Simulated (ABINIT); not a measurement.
Planning a run of ABINIT 10.8.3 on Te2Mo (P6_3/mmc). The input:

```
acell 3*1.0 Angstrom
rprim 
  3.518200000003 -0.000000000001 0.000000000000
  -1.759100000001 3.046850575598 0.000000000000
  0.000000000000 0.000000000000 13.973600000000
ntypat 2
znucl 52 42
natom 6
typat 1 1 1 1 2 2
xred 
  0.333333333333 0.666666666667 0.621000000000
  0.666666666667 0.333333333333 0.121000000000
  0.333333333333 0.666666666667 0.879000000000
  0.666666666667 0.333333333333 0.379000000000
  0.333333333333 0.666666666667 0.250000000000
  0.666666666667 0.333333333333 0.750000000000
pp_dirpath "pseudos"
pseudos "Te.upf, Mo.upf"
ecut 39
ngkpt 12 12 4
nshiftk 1
shiftk 0 0 0
kptopt 1
chksymbreak 0
iscf -2
irdden 1
istwfk *1
nband 76
nbdbuf 6
tolwfr 1e-09
nstep 60
prtvol 0
indata_prefix "in"
outdata_prefix "out"
tmpdata_prefix "tmp"
```

```sh
OMP_NUM_THREADS=1 mpirun -n 4 abinit run.abi > log
```

Question: Estimate wall time and host memory on 4 MPI ranks of Arm Neoverse V1, shared host.

It took 6.9 min; on shared hardware allow 3.5 min to 14 min. Peak host memory was 1.1 GiB.

[Paths, hosts, dates, memory and timing lines, banners, echoed tables and standing remarks are left out of the program output.]

[Logs are printed without paths, hosts, clocks, repeated set-up lines and the standing remarks that a program may print on its own settings, such as how far it seeks lower states.]

[Runs of the session that timed out or met a known fault of the program may be left out.]

[Hosts, paths, dates, database ids (printed as entryN), source tags and the programs' standing remarks are cut or masked in the printed files.]

[G0W0 gaps are taken among the corrected bands and points alone; a level outside them can change the order at an edge.]

[Where Ansatz stands beside ABINIT at settings called matched, ABINIT's density can come from a denser mesh and the files from another edition; pairs whose starting gaps differed by over 0.03 eV were left out, so agreement reads better than it is.]
